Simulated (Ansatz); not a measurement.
# BaLiBrF2: complex band structure

Wanted: the relaxed cell of BaLiBrF2, its band edges and its decay constants. It is built by putting Br for part of the F in the BaLiF3 structure of space group Pm-3m, with the volume rescaled by atomic radii. The parent structure comes from the Materials Project.

Main program and level: Ansatz 0.2.0; LDA DFT, plane waves, PAW files, in the first sound run; inputs show where later runs differ.

The structure was built from a prototype and need not be the compound's stable phase.

### Step 1. Set-up

Symmetry: P4/mmm, No. 123, tetragonal system. The conventional cell has a = 4.218 Å, b = 4.218 Å, c = 4.218 Å, α = 90.00°, β = 90.00°, γ = 90.00°. Nearest to Ba lie 8 F at 2.98 Å and 4 Br at 2.98 Å. Li has 2 Br at 2.11 Å and 4 F at 2.11 Å nearest. Nearest to F lie 2 Li at 2.11 Å and 4 Ba at 2.98 Å. Br has 2 Li at 2.11 Å and 4 Ba at 2.98 Å nearest. It derives from BaLiF3. Br for part of the F in the BaLiF3 structure of space group Pm-3m. Farther neighbours and most contacts between anions are not listed.

Structure file:

```cif
data_structure
_symmetry_space_group_name_H-M 'P 1'
_symmetry_Int_Tables_number 1
_cell_length_a 4.2180
_cell_length_b 4.2180
_cell_length_c 4.2180
_cell_angle_alpha 90.000
_cell_angle_beta 90.000
_cell_angle_gamma 90.000
_cell_volume 75.05
loop_
_atom_site_label
_atom_site_type_symbol
_atom_site_fract_x
_atom_site_fract_y
_atom_site_fract_z
_atom_site_occupancy
Ba1 Ba 0.00000 0.00000 0.00000 1
Li2 Li 0.50000 0.50000 0.50000 1
F3 F 0.00000 0.50000 0.50000 1
Br4 Br 0.50000 0.50000 0.00000 1
F5 F 0.50000 0.00000 0.50000 1
```

### Step 2. Relaxing the new crystal

The substituted atoms don't fit the parent's cell, so cell and atoms relax together. A small smearing keeps the run stable in case the gap closes on the way.

The input, input.yaml:

```yaml
crystal:
  lattice:
    - [4.2180224293, 0.0, 0.0]
    - [0.0, 4.2180224293, 0.0]
    - [0.0, 0.0, 4.2180224293]
  atoms:
    - { symbol: Ba, position: [0.0, 0.0, 0.0] }
    - { symbol: Li, position: [0.5, 0.5, 0.5] }
    - { symbol: F, position: [0.0, 0.5, 0.5] }
    - { symbol: Br, position: [0.5, 0.5, 0.0] }
    - { symbol: F, position: [0.5, 0.0, 0.5] }
kpoints:
  mp_grid: { grid: [6, 6, 6] }
scf:
  occupations: { method: gaussian, width: 0.03 }
hamiltonian:
  xc: lda
output:
  forces: true
  stress: true
relax:
  f_tol: 0.02
  max_steps: 60
  cell: {}
```

On the command line:

```bash
$ ansatz run input.yaml --threads 2 --pin off --max-ram 4096MiB --backend cpu --events-out ev --progress --plain --runs-dir out
```

Numbers of over 12 decimals in the logs are rounded to 6 here.

Log:

```text
Engine: ansatz 0.2.0, aarch64-unknown-linux-gnu
Pseudopotentials: kind: paw
Pseudopotential: Ba, paw, valence charge 10, recommended cutoff 420 eV (normal), Ba.paw.azcp
Pseudopotential: Li, paw, valence charge 3, recommended cutoff 420 eV (normal), Li.paw.azcp
Pseudopotential: F, paw, valence charge 7, recommended cutoff 420 eV (normal), F.paw.azcp
Pseudopotential: Br, paw, valence charge 7, recommended cutoff 420 eV (normal), Br.paw.azcp
Functional definition: SPW92
  exchange = slater_x
  correlation = pw_c
Crystal: 5 atoms, lattice volume = 75.046 Å³
Basis set: ecut = 420 eV, 1419 PW (Γ)
Bands: 22, of which v1, the nominal top of the filled ones, is band 17 counted from 1 (16 counted from 0)
Symmetry: 16 space group operations
Space group: P4/mmm (ITA 123), of the structure as read, at distance tolerance 4.2e-5 Å
k-points: 40 of 216
Non-local potential: Ba, projectors of the file, l = 0: 3, l = 1: 2, l = 2: 2, l = 3: 2
Non-local potential: Li, projectors of the file, l = 0: 3, l = 1: 2, l = 2: 1
Non-local potential: F, projectors of the file, l = 0: 2, l = 1: 2, l = 2: 1
Non-local potential: Br, projectors of the file, l = 0: 2, l = 1: 2, l = 2: 2
PAW form: soft (Blöchl's): semilocal exchange-correlation on the pseudo side does not see the compensation charge
PAW frozen core: Ba, regenerated for the run's functional, and the local potential with it (the file was generated under x = pbe(κ = 0.804, μ = 0.219515), c = pbe(β = 0.066725))
PAW frozen core: F, regenerated for the run's functional, and the local potential with it (the file was generated under x = pbe(κ = 0.804, μ = 0.219515), c = pbe(β = 0.066725))
PAW frozen core: Br, regenerated for the run's functional, and the local potential with it (the file was generated under x = pbe(κ = 0.804, μ = 0.219515), c = pbe(β = 0.066725))
PAW one-centre angular grid: Ba, 194 points (default); XC on 64 Gauss nodes
PAW one-centre angular grid: Li, 110 points (default); XC on 64 Gauss nodes
PAW one-centre angular grid: F, 110 points (default); XC on 64 Gauss nodes
PAW one-centre angular grid: Br, 110 points (default); XC on 64 Gauss nodes
Initial density: superposition of atomic densities (neutral atoms: chi_scale 0, normalization atom), corrected by the library's trained network
Initial wavefunctions: pseudopotential atomic-orbital guess
Functional: x = slater, c = lda
SCF iter   1: F=—  HF=-10270.456475 eV  |F-HF|=—  |Δ(HF+E_count)|=         —  Δρ=1.53e-2  dr2=1.23e-1  ethr=1.77e-3  ⟨swp⟩=9.4  Hψ=5616  notcnv=0
preconditioner: auto → Resta (q_TF=auto, 2.391 Å⁻¹)  ε∞=3.8  [insulator: Δε(μ)=3.434 eV  Ē_g=13.970 eV  σ=0.030 eV  W_gap=1.00  n_scr=18 (ndim 8)  ℏωp=23.5 eV  f_vac=0.001  D(μ)=0.00/eV (n_scr^D=0)  ε∞_Penn≈3.8]
SCF iter   2: F=—  HF=-10270.420452 eV  |F-HF|=—  |Δ(HF+E_count)|=   3.60e-2  Δρ=4.91e-3  dr2=5.89e-3  ethr=3.63e-4  ⟨swp⟩=2.1  Hψ=1960  notcnv=0  defer=37
SCF iter   3: F=—  HF=-10270.418473 eV  |F-HF|=—  |Δ(HF+E_count)|=   1.98e-3  Δρ=1.81e-3  dr2=1.33e-3  ethr=1.73e-5  ⟨swp⟩=2.0  Hψ=1656  notcnv=0  defer=40
SCF iter   4: F=—  HF=-10270.418103 eV  |F-HF|=—  |Δ(HF+E_count)|=   3.71e-4  Δρ=5.29e-4  dr2=1.03e-4  ethr=3.90e-6  ⟨swp⟩=2.0  Hψ=936  notcnv=0  defer=40
SCF iter   5: F=—  HF=-10270.418082 eV  |F-HF|=—  |Δ(HF+E_count)|=   2.07e-5  Δρ=7.07e-5  dr2=3.53e-6  ethr=3.04e-7  ⟨swp⟩=2.0  Hψ=949  notcnv=0  defer=40
SCF iter   6: F=—  HF=-10270.418079 eV  |F-HF|=—  |Δ(HF+E_count)|=   2.67e-6  Δρ=9.72e-6  dr2=1.03e-7  ethr=1.04e-8  ⟨swp⟩=2.1  Hψ=1494  notcnv=0  defer=40
SCF iter   7: F=-10270.418079 eV  HF=-10270.418079 eV  |F-HF|=5.77e-10  |Δ(HF+E_count)|=   1.50e-8  Δρ=1.55e-6  dr2=2.11e-9  ethr=2.94e-10  ⟨swp⟩=5.0  Hψ=3483  notcnv=0
SCF 1 converged in 7 iterations: F = -10270.418079 eV  dr2 = 2.11e-9
  greatest PAW one-centre occupation: 1.000 electrons in one spin orbital (limit 2), on the Li atom at site 1 (counted from 0), in its partial waves of l = 0
relax step   1: F+E_penalty+E_count = -10270.41807946 eV  Δ(F+E_penalty+E_count) = +0.000e0 eV  max|allowed force component| = 2.272e-29 eV/Å  Δτ_max = 0.0000 Å  P = +9.238 GPa  Ω = 75.046 Å³  (7 SCF iters, dr2 threshold 1.00e-7 eV, accepted)
Crystal: 5 atoms, lattice volume = 84.804 Å³
Basis set: ecut = 420 eV, 1663 PW (Γ)
Initial density: handed on by an earlier stage of this run
Initial wavefunctions: those handed on with the density
iter 1 solved again at ethr=5.57e-4 eV; its pass at ethr=3.10e-3 eV (dr2=1.89e-1 eV) is discarded
SCF iter   1: F=—  HF=-10270.689670 eV  |F-HF|=—  |Δ(HF+E_count)|=         —  Δρ=1.22e-2  dr2=1.88e-1  ethr=5.57e-4  ⟨swp⟩=1.6  Hψ=6235  notcnv=0
preconditioner: auto → Resta (q_TF=auto, 2.343 Å⁻¹)  ε∞=3.6  [insulator: Δε(μ)=3.986 eV  Ē_g=13.752 eV  σ=0.030 eV  W_gap=1.00  n_scr=18 (ndim 8)  ℏωp=22.1 eV  f_vac=0.004  D(μ)=0.00/eV (n_scr^D=0)  ε∞_Penn≈3.6]
SCF iter   2: F=—  HF=-10270.635799 eV  |F-HF|=—  |Δ(HF+E_count)|=   5.39e-2  Δρ=7.47e-3  dr2=2.89e-2  ethr=5.53e-4  ⟨swp⟩=2.8  Hψ=1612  notcnv=0
SCF iter   3: F=—  HF=-10270.625955 eV  |F-HF|=—  |Δ(HF+E_count)|=   9.84e-3  Δρ=2.45e-3  dr2=1.09e-2  ethr=8.51e-5  ⟨swp⟩=2.1  Hψ=1901  notcnv=0  defer=38
SCF iter   4: F=—  HF=-10270.620690 eV  |F-HF|=—  |Δ(HF+E_count)|=   5.27e-3  Δρ=6.63e-4  dr2=3.28e-4  ethr=3.19e-5  ⟨swp⟩=2.8  Hψ=1576  notcnv=0  defer=38
SCF iter   5: F=—  HF=-10270.620629 eV  |F-HF|=—  |Δ(HF+E_count)|=   6.10e-5  Δρ=1.16e-4  dr2=8.79e-6  ethr=9.64e-7  ⟨swp⟩=2.1  Hψ=1441  notcnv=0  defer=38
SCF iter   6: F=-10270.620628 eV  HF=-10270.620628 eV  |F-HF|=8.16e-8  |Δ(HF+E_count)|=   2.73e-7  Δρ=1.71e-5  dr2=4.24e-7  ethr=1.47e-9  ⟨swp⟩=4.8  Hψ=4697  notcnv=0
SCF 2 converged in 6 iterations: F = -10270.620628 eV  dr2 = 4.24e-7
relax step   2: F+E_penalty+E_count = -10270.62062838 eV  Δ(F+E_penalty+E_count) = -2.025e-1 eV  max|allowed force component| = 1.002e-29 eV/Å  Δτ_max = 0.0000 Å  P = -0.979 GPa  Ω = 84.804 Å³  energy of the carried Pulay correction = -2.666e-2 eV  (6 SCF iters, dr2 threshold 5.00e-7 eV, accepted)
Crystal: 5 atoms, lattice volume = 83.704 Å³
Basis set: ecut = 420 eV, 1639 PW (Γ)
iter 1 solved again at ethr=1.20e-5 eV; its pass at ethr=3.10e-3 eV (dr2=4.07e-3 eV) is discarded
SCF iter   1: F=—  HF=-10270.655249 eV  |F-HF|=—  |Δ(HF+E_count)|=         —  Δρ=1.82e-3  dr2=3.42e-3  ethr=1.20e-5  ⟨swp⟩=2.0  Hψ=6721  notcnv=0
preconditioner: auto → Resta (q_TF=auto, 2.348 Å⁻¹)  ε∞=3.7  [insulator: Δε(μ)=3.638 eV  Ē_g=13.540 eV  σ=0.030 eV  W_gap=1.00  n_scr=18 (ndim 8)  ℏωp=22.2 eV  f_vac=0.003  D(μ)=0.00/eV (n_scr^D=0)  ε∞_Penn≈3.7]
SCF iter   2: F=—  HF=-10270.654330 eV  |F-HF|=—  |Δ(HF+E_count)|=   9.18e-4  Δρ=1.04e-3  dr2=8.94e-4  ethr=1.01e-5  ⟨swp⟩=2.4  Hψ=1432  notcnv=0
SCF iter   3: F=—  HF=-10270.654052 eV  |F-HF|=—  |Δ(HF+E_count)|=   2.79e-4  Δρ=5.20e-4  dr2=2.61e-4  ethr=2.63e-6  ⟨swp⟩=2.0  Hψ=1445  notcnv=0
SCF iter   4: F=—  HF=-10270.653970 eV  |F-HF|=—  |Δ(HF+E_count)|=   8.23e-5  Δρ=1.12e-4  dr2=8.69e-6  ethr=7.69e-7  ⟨swp⟩=2.3  Hψ=1351  notcnv=0
SCF iter   5: F=-10270.653967 eV  HF=-10270.653967 eV  |F-HF|=3.01e-7  |Δ(HF+E_count)|=   2.42e-6  Δρ=2.14e-5  dr2=4.41e-7  ethr=1.47e-9  ⟨swp⟩=4.8  Hψ=4703  notcnv=0
SCF 3 converged in 5 iterations: F = -10270.653967 eV  dr2 = 4.41e-7
relax step   3: F+E_penalty+E_count = -10270.65396684 eV  Δ(F+E_penalty+E_count) = -3.334e-2 eV  max|allowed force component| = 5.049e-30 eV/Å  Δτ_max = 0.0000 Å  P = -0.071 GPa  Ω = 83.704 Å³  energy of the carried Pulay correction = -2.384e-2 eV  (5 SCF iters, dr2 threshold 5.00e-7 eV, accepted)
[...]
relax step   4: F+E_penalty+E_count = -10270.65820324 eV  Δ(F+E_penalty+E_count) = -4.236e-3 eV  max|allowed force component| = 1.128e-29 eV/Å  Δτ_max = 0.0000 Å  P = +0.103 GPa  Ω = 83.530 Å³  energy of the carried Pulay correction = -2.341e-2 eV  (5 SCF iters, dr2 threshold 5.00e-7 eV, accepted)
[...]
relax step   5: F+E_penalty+E_count = -10270.65796612 eV  Δ(F+E_penalty+E_count) = +2.371e-4 eV  max|allowed force component| = 1.499e-29 eV/Å  Δτ_max = 0.0000 Å  P = +0.013 GPa  Ω = 83.637 Å³  energy of the carried Pulay correction = -2.368e-2 eV  (4 SCF iters, dr2 threshold 4.19e-8 eV, accepted)
[...]
relax step   6: F+E_penalty+E_count = -10270.70522127 eV  Δ(F+E_penalty+E_count) = -4.726e-2 eV  max|allowed force component| = 4.536e-30 eV/Å  Δτ_max = 0.0000 Å  P = +0.893 GPa  Ω = 83.637 Å³  stress off target by 1.24e0 GPa  SCF on the basis re-selected at this cell (its energy is not comparable with the rows above)  (7 SCF iters)
[...]
relax step   7: F+E_penalty+E_count = -10270.70609946 eV  Δ(F+E_penalty+E_count) = -8.782e-4 eV  max|allowed force component| = 5.128e-30 eV/Å  Δτ_max = 0.0000 Å  P = +0.152 GPa  Ω = 84.693 Å³  energy of the carried Pulay correction = -2.947e-3 eV  (5 SCF iters, dr2 threshold 5.00e-7 eV, accepted)
[...]
relax step   8: F+E_penalty+E_count = -10270.70555337 eV  Δ(F+E_penalty+E_count) = +5.461e-4 eV  max|allowed force component| = 5.206e-30 eV/Å  Δτ_max = 0.0000 Å  P = -0.001 GPa  Ω = 84.922 Å³  energy of the carried Pulay correction = -3.622e-3 eV  (5 SCF iters, dr2 threshold 1.32e-7 eV, accepted)
iter 1 solved again at ethr=1.17e-6 eV; its pass at ethr=3.10e-3 eV (dr2=3.98e-4 eV) is discarded
SCF iter   1: F=—  HF=-10270.709458 eV  |F-HF|=—  |Δ(HF+E_count)|=         —  Δρ=1.65e-4  dr2=3.27e-6  ethr=1.17e-6  ⟨swp⟩=3.1  Hψ=8123  notcnv=0
preconditioner: auto → Resta (q_TF=auto, 2.342 Å⁻¹)  ε∞=3.7  [insulator: Δε(μ)=3.677 eV  Ē_g=13.495 eV  σ=0.030 eV  W_gap=1.00  n_scr=18 (ndim 8)  ℏωp=22.1 eV  f_vac=0.003  D(μ)=0.00/eV (n_scr^D=0)  ε∞_Penn≈3.7]
SCF iter   2: F=—  HF=-10270.709456 eV  |F-HF|=—  |Δ(HF+E_count)|=   1.31e-6  Δρ=7.12e-5  dr2=1.10e-6  ethr=9.62e-9  ⟨swp⟩=2.0  Hψ=1510  notcnv=0
SCF iter   3: F=—  HF=-10270.709456 eV  |F-HF|=—  |Δ(HF+E_count)|=   2.02e-7  Δρ=3.53e-5  dr2=1.23e-7  ethr=3.23e-9  ⟨swp⟩=2.0  Hψ=1157  notcnv=0
SCF iter   4: F=—  HF=-10270.709457 eV  |F-HF|=—  |Δ(HF+E_count)|=   8.09e-8  Δρ=7.54e-7  dr2=3.49e-10  ethr=3.62e-10  ⟨swp⟩=2.0  Hψ=1451  notcnv=0
SCF iter   5: F=-10270.709457 eV  HF=-10270.709457 eV  |F-HF|=3.64e-12  |Δ(HF+E_count)|=  9.09e-12  Δρ=1.40e-7  dr2=3.25e-11  ethr=1.00e-12  ⟨swp⟩=5.0  Hψ=3757  notcnv=0
SCF 9 converged in 5 iterations: F = -10270.709457 eV  dr2 = 3.25e-11
relax step   9: F+E_penalty+E_count = -10270.70945654 eV  Δ(F+E_penalty+E_count) = -3.903e-3 eV  max|allowed force component| = 3.550e-30 eV/Å  Δτ_max = 0.0000 Å  P = +0.018 GPa  Ω = 84.922 Å³  stress off target by 3.75e-2 GPa  SCF on the basis re-selected at this cell (its energy is not comparable with the rows above)  (5 SCF iters)
basis re-selected at this cell: Δ(F+E_penalty+E_count) = -3.903e-3 eV, ΔP = +0.019 GPa vs the last step (what re-selecting the basis moved, of the pressure what is left beyond the Pulay correction that the steps carried, after the strain that the cell walked since its last selection, with what the two solves' SCF thresholds leave and, on support functions, any second-order correction that the steps lacked; it is no measure of the basis error at this ecutwfc). The dense FFT grid was sized anew with the basis: this SCF ran on 30×30×32 points, the steps before it on 30×30×30, so part of this shift can come from that change (see relax.cell in the input reference). [rest of the remark cut]
SCF converged after 5 iterations
Free energy (F): -10270.709457 eV
Harris-Foulkes:  -10270.709457 eV  (|F-HF|=3.64e-12)
Internal energy: -10270.709457 eV  (E = F + TS)
E sigma→0 (E₀):  -10270.709457 eV
Fermi energy:    6.729978 eV
--- Per-component energies (eV) ---
  E_band       = -160.491574
  E_kinetic    = 738.846948
  E_local      = -1670.466586  (includes V_loc(G=0)·N_el)
  E_nonlocal   = 250.912054
  E_hartree    = 588.569820
  E_xc         = -598.840955
  E_vxc        = -461.622865  (∫ρ·V_xc dr)
  E_paw        = -7611.074386  (= ΣΔE_a)
  E_vpaw       = -195.304703  (= ΣTr[D̂ρ^β])
  E_aug_tail   = 0.003978  (compensation charges beyond the density's cutoff)
  E_ewald      = -1969.375859
  E_core_change = 0.715530  (= ΣΔE_core)
  E_smearing   = -0.000000  (= −TS)
  E_closure    = 0.000000  (closes the sum)
  Σ components = -10270.709457   (vs F -10270.709457, Δ=0.00e0)
--- Forces (eV/Å), atoms counted from 1 ---
  atom   1  Ba    -0.00000000     0.00000000     0.00000000
  atom   2  Li     0.00000000     0.00000000     0.00000000
  atom   3  F      0.00000000     0.00000000     0.00000000
  atom   4  Br     0.00000000    -0.00000000     0.00000000
  atom   5  F      0.00000000    -0.00000000     0.00000000
  max |Σ_I F_I| component: 1.38e-29 eV/Å
--- Stress (GPa, compression-positive) ---
        0.008273       0.000000       0.000000
        0.000000       0.008273       0.000000
        0.000000       0.000000       0.037484
  P = ⅓ Tr σ = 0.0180 GPa (0.180 kbar)
--- Relaxed structure (7 steps of the walk, 7 accepted, 2 SCFs on fresh bases) ---
  F+E_penalty+E_count = -10270.70945654 eV   max|allowed force component| = 3.550e-30 eV/Å   (the final SCF, on the basis selected at the relaxed cell)
  cell:  # Å, volume = 84.9216 Å³
    - [4.334950, 0, 0.0]
    - [0, 4.334950, 0.0]
    - [0.0, 0.0, 4.519081]
  atoms:
    - { symbol: Ba, position: [0, 0, 0.0] }
    - { symbol: Li, position: [0.5, 0.5, 0.5] }
    - { symbol: F, position: [0, 0.5, 0.5] }
    - { symbol: Br, position: [0.5, 0.5, 0.0] }
    - { symbol: F, position: [0.5, 0, 0.5] }
```

Run time: 18 s. Hardware: 2 threads of Arm Neoverse V1, shared host; peak memory 0.39 GiB.

Relaxation path:

```
step  energy less that of the first step (eV)  largest force component (eV/Å)  pressure (GPa)  volume (Å³)
   1                                   0.0000                          0.0000            9.24        75.05
   2                                  -0.2025                          0.0000           -0.98        84.80
   3                                  -0.2359                          0.0000           -0.07        83.70
   4                                  -0.2401                          0.0000            0.10        83.53
   5                                  -0.2399                          0.0000            0.01        83.64
  6*                                  -0.2871                          0.0000            0.89        83.64
   7                                  -0.2880                          0.0000            0.15        84.69
   8                                  -0.2875                          0.0000            0.00        84.92
  9*                                  -0.2914                          0.0000            0.02        84.92
```

Relaxation steps marked * repeat the geometry before them on a plane-wave basis chosen anew for their cell, so energy and pressure can jump there.

Forces are held to the 16 operations that the run works with; a distortion that breaks them can't arise in this run.

```
conventional cell, symmetrised  before  after   change
                         a (Å)   4.218  4.335   +2.8 %
                         b (Å)   4.218  4.335   +2.8 %
                         c (Å)   4.218  4.519   +7.1 %
              volume (Å³/atom)   15.01  16.98  +13.2 %
```

The relaxed structure:

```xyz
5
Lattice="4.3350 0.0000 0.0000 0.0000 4.3350 0.0000 0.0000 0.0000 4.5191" Properties=species:S:1:pos:R:3 pbc="T T T"
Ba    0.0000    0.0000    0.0000
Li    2.1675    2.1675    2.2595
F     0.0000    2.1675    2.2595
Br    2.1675    2.1675    0.0000
F     2.1675    0.0000    2.2595
```

Numbers from this step:

| Property | Result |
| --- | --- |
| free energy | -10270.7095 eV |
| Fermi energy | 6.730 eV |
| pressure | 0.01801 GPa |

The largest force component on a free atom ends at 3.5e-30 eV/Å.

### Step 3. The bulk crystal and its band edges

The energy window and the wavevectors of the next steps follow from the band edges, so these are searched first, off the mesh as well.

The input, input.yaml:

```yaml
crystal:
  lattice:
    - [4.3349502323, 0.0, 0.0]
    - [0.0, 4.3349502323, 0.0]
    - [0.0, 0.0, 4.5190806113]
  atoms:
    - { symbol: Ba, position: [0.0, 0.0, 0.0] }
    - { symbol: Li, position: [0.5, 0.5, 0.5] }
    - { symbol: F, position: [0.0, 0.5, 0.5] }
    - { symbol: Br, position: [0.5, 0.5, 0.0] }
    - { symbol: F, position: [0.5, 0.0, 0.5] }
kpoints:
  mp_grid: { grid: [6, 6, 6] }
  band_path: { path: [VBM, CBM], npoints: 30 }
scf:
  occupations: { method: fixed }
hamiltonian:
  xc: lda
output:
  eigenvalues: true
  write_potential: true
  write_density: true
  volumetric_format: npy
```

Log:

```text
[...]
Crystal: 5 atoms, lattice volume = 84.922 Å³
Basis set: ecut = 420 eV, 1655 PW (Γ)
Bands: 22, of which v1, the nominal top of the filled ones, is band 17 counted from 1 (16 counted from 0)
Symmetry: 16 space group operations
[...]
k-points: 40 of 216
[...]
SCF iter   1: F=—  HF=-10270.746547 eV  |F-HF|=—  |Δ(HF+E_count)|=         —  Δρ=1.42e-2  dr2=1.25e-1  ethr=1.77e-3  ⟨swp⟩=5.0  Hψ=3855  notcnv=0  defer=109
[...]
SCF iter   7: F=-10270.709457 eV  HF=-10270.709457 eV  |F-HF|=1.70e-9  |Δ(HF+E_count)|=   6.24e-9  Δρ=1.95e-6  dr2=5.33e-9  ethr=2.94e-10  ⟨swp⟩=10.7  Hψ=5022  notcnv=0
SCF 1 converged in 7 iterations: F = -10270.709457 eV  dr2 = 5.33e-9
[...]
NSCF: frozen V_eff on 40 k-points
[...]
SCF converged after 7 iterations
Free energy (F): -10270.709457 eV
[...]
Internal energy: -10270.709457 eV  (E = F + TS)
E sigma→0 (E₀):  -10270.709457 eV
Fermi energy:    4.891867 eV
[...]
--- Band table (eV; the first three rows and the last of 40) ---
  k-point 0: bands = [... 13 lower, 3.7594, 4.6225, 4.6225, 4.7109, 8.5681, 10.0344, 10.8300, 10.9655, ... 1 higher]
  k-point 1: bands = [... 13 lower, 3.7340, 4.4772, 4.5066, 4.5066, 8.8094, 10.4539, 10.8672, 11.2460, ... 1 higher]
  k-point 2: bands = [... 13 lower, 3.7435, 3.9350, 4.2295, 4.2295, 9.3061, 10.9451, 11.0723, 12.2718, ... 1 higher]
  k-point 39: bands = [... 13 lower, 4.1428, 4.7979, 4.7979, 4.8919, 10.0563, 10.0563, 12.1574, 12.8227, ... 1 higher]
```

Wall time 6.2 s (2 threads); peak memory 0.36 GiB; 12 s of CPU time.

In the SCF lines HF is the Harris–Foulkes energy and dr2 the Hartree energy of the density residual, in eV; the loop may stop once dr2 is under the threshold and the program's other checks hold. Hψ counts applications of the Hamiltonian.

Numbers from this step:

```
Fermi energy        : 4.892 eV
gap on the k-mesh   : 3.676 eV
gap on path         : 3.676 eV, by band count; negative where bands overlap
direct gap on path  : 3.857 eV
edge places on path : 0, 1.238 1/A along the path
```

The electronic bands at the labelled points (eV, zero at the Fermi level (highest filled level under fixed occupations); v1 is the highest filled band, c1 the lowest empty one):

```
  point     v4     v3     v2     v1    c1    c2    c3    c4
    VBM  -0.75  -0.09  -0.09   0.00  5.16  5.16  7.27  7.93
halfway  -1.64  -0.94  -0.42  -0.32  5.88  6.49  6.85  6.86
    CBM  -1.13  -0.27  -0.27  -0.18  3.68  5.14  5.94  6.07
```

The searched edges give 3.68 eV, as on the mesh.

(Part 1 of 2 ends here.)

[Logs are printed without paths, hosts, clocks, repeated set-up lines and the standing remarks that a program may print on its own settings, such as how far it seeks lower states.]

[Hosts, paths, dates, database ids (printed as entryN), source tags and the programs' standing remarks are cut or masked in the printed files.]
